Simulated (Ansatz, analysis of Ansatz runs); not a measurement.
# MgH2 (P4_2/mnm), nudged elastic band: Mg_i by the interstitialcy path (q = +2), part 2 of 3

Wanted: path and barrier of a jump of Mg in MgH2 (P4_2/mnm) at charge +2. The case: Mg_i by the interstitialcy path, in a cell of 72 host atoms with 1 Mg put in.

Ansatz 0.2.0; plane-wave PAW DFT, r2SCAN; nudged elastic band between two relaxed defect structures at fixed charge in a uniform background.

So far: The starting structure; Relaxation of the start point, charge +2.

**3. Relaxation of the end point, charge +2**

Level of this step: plane-wave PAW DFT, r2SCAN; relaxation of all atoms of a defect supercell at fixed charge in a uniform background (Ansatz).

The end point is relaxed in the same cell and settings, so that the two energies compare.

The input, qp2.end/input.yaml:

```yaml
crystal:
  lattice:
    - [8.97000988, 0.0, 0.0]
    - [0.0, 8.97000988, 0.0]
    - [0.0, 0.0, 8.98962369]
  atoms:
    - { symbol: Mg, position: [0.25, 0.25, 0.16666667] }
    - { symbol: Mg, position: [0.0, 0.0, 0.0] }
    - { symbol: H, position: [0.34769609, 0.34769609, 0.0] }
[... 1 atom line left out ...]
    - { symbol: H, position: [0.15230391, 0.15230391, 0.0] }
[... 7 atom lines left out ...]
    - { symbol: Mg, position: [0.0595, 0.2118, 0.8403] }
[... 1 atom line left out ...]
    - { symbol: H, position: [0.34769609, 0.34769609, 0.66666667] }
    - { symbol: H, position: [0.40230391, 0.09769609, 0.83333333] }
    - { symbol: H, position: [0.15230391, 0.15230391, 0.66666667] }
    - { symbol: H, position: [0.09769609, 0.40230391, 0.83333333] }
[... 15 atom lines left out ...]
    - { symbol: H, position: [0.40230391, 0.59769609, 0.83333333] }
[... 19 atom lines left out ...]
    - { symbol: H, position: [0.59769609, 0.40230391, 0.83333333] }
[... 1 atom line left out ...]
    - { symbol: Mg, position: [0.5, 0.5, 0.0] }
[... 11 atom lines left out ...]
    - { symbol: Mg, position: [0.5, 0.5, 0.66666667] }
[... 4 atom lines left out ...]
    - { symbol: Mg, position: [0.25, 0.25, 0.833333] }
total_charge: 2
basis:
  ecutwfc: 500
  xc_grid: 2
hamiltonian:
  xc: r2scan
kpoints:
  mp_grid: { grid: [1, 1, 1] }
scf:
  occupations: { method: fixed }
  max_iter: 60
output:
  forces: true
relax:
  f_tol: 0.02
  max_steps: 70
  random_displacement: { amplitude: 0.03, seed: 9555 }
```

The run is started by

```
> ansatz run input.yaml --threads 4 --pin off --max-ram 7536MiB --backend cpu --events-out ev --progress --plain --runs-dir out
```

Numbers of over 12 decimals in the logs are rounded to 6 here.

The program printed:

```text
[...]
Crystal: 73 atoms, lattice volume = 723.315 Å³
Basis set: ecut = 500 eV, 18333 PW (Γ), exchange–correlation on 144×144×144 points (8 copies of the dense FFT grid, shifted against one another)
Bands: 221, of which v1, the nominal top of the filled ones, is band 148 counted from 1 (147 counted from 0)
Symmetry: 1 space group operations
k-points: 1
[...]
SCF iter   1: F=—  HF=-48945.460505 eV  |F-HF|=—  |Δ(HF+E_count)|=         —  Δρ=2.15e-2  dr2=1.90e0  dr2_τ=1.06e-1  ethr=1.77e-3  ⟨swp⟩=6.0  Hψ=630  notcnv=0  defer=70
[...]
SCF iter   6: F=-48945.306313 eV  HF=-48945.306313 eV  |F-HF|=1.45e-7  |Δ(HF+E_count)|=   2.46e-5  Δρ=9.97e-6  dr2=3.95e-7  dr2_τ=1.64e-8  ethr=3.38e-9  ⟨swp⟩=4.0  Hψ=607  notcnv=0
SCF 1 converged in 6 iterations: F = -48945.306313 eV  dr2 = 3.95e-7
[...]
atom  73  Mg     0.00032687     0.00011032    -0.00029169
  max |Σ_I F_I| component: 4.87e-3 eV/Å
--- Relaxed structure (7 steps of the walk, 7 accepted, 0 SCFs on fresh bases) ---
  F+E_penalty+E_count = -48952.02310909 eV   max|allowed force component| = 5.271e-3 eV/Å
  atoms:
    - { symbol: Mg, position: [0.247549, 0.253825, 0.168085] }
    - { symbol: Mg, position: [0.002812, -0.025820, 0.006029] }
    - { symbol: H, position: [0.352654, 0.352195, 0.009358] }
    [... 1 atom left out ...]
    - { symbol: H, position: [0.142027, 0.164547, -0.024058] }
    [... 7 atoms left out ...]
    - { symbol: Mg, position: [0.001093, 0.249683, 0.833405] }
    [... 1 atom left out ...]
    - { symbol: H, position: [0.352643, 0.352177, 0.657435] }
    - { symbol: H, position: [0.423983, 0.099989, 0.833395] }
    - { symbol: H, position: [0.142002, 0.164541, 0.690855] }
    - { symbol: H, position: [0.110721, 0.420146, 0.833369] }
    [... 35 atoms left out ...]
    - { symbol: H, position: [0.577551, 0.398964, 0.833389] }
    [... 13 atoms left out ...]
    - { symbol: Mg, position: [0.500573, 0.508781, 0.661857] }
    [... 4 atoms left out ...]
    - { symbol: Mg, position: [0.302672, 0.263059, 0.833401] }
[key lines of the parts left out:]
SCF converged after 5 iterations
Free energy (F): -48952.023109 eV
Fermi energy:    1.601671 eV
```

Elapsed: 41 s, on 4 threads of Arm Neoverse V1, shared host; peak memory 1 GiB.

The steps of the relaxation:

```
step  energy less that of the first step (eV)  largest force component (eV/Å)
   1                                   0.0000                         12.5497
   2                                  -3.6205                          7.5313
   3                                  -5.7136                          3.1484
   4                                  -6.4467                          0.9796
   5                                  -6.7152                          0.0365
   6                                  -6.7152                          0.0362
   7                                  -6.7168                          0.0053
```

The atoms that moved most (Å, from the sites as typed, ahead of the random displacement, the mean shift of all atoms taken out):

```
atom      dx      dy      dz  length
Mg13  -0.525   0.338  -0.062   0.628
Mg73   0.471   0.116   0.001   0.485
Mg49  -0.454  -0.123   0.001   0.470
 H51   0.110  -0.117   0.217   0.270
 H39   0.109  -0.117  -0.216   0.269
 H17  -0.094   0.108   0.218   0.261
  H5  -0.094   0.108  -0.216   0.259
 Mg2   0.024  -0.233   0.055   0.241
```

Neighbours of Mg73 at the end:

```
atom  distance (Å)
 H16         1.823
 H15         1.828
  H3         1.828
  H5         2.121
 H17         2.121
 H18         2.225
Mg13         2.708
 H54         2.751
```

Read from the output:

| Property | Result |
| --- | --- |
| free energy | -48952.0231 eV |
| largest move from the ideal geometry of this structure, a common shift of the far atoms taken out | 0.6464 Å |

The relaxation gained 6.717 eV and ended with a largest force component of 0.0053 eV/Å. The end lies within 1 meV of the start.

[end of part 2 of 3]

[Logs are printed without paths, hosts, clocks, repeated set-up lines and the standing remarks that a program may print on its own settings, such as how far it seeks lower states.]

[Hosts, paths, dates, database ids (printed as entryN), source tags and the programs' standing remarks are cut or masked in the printed files.]
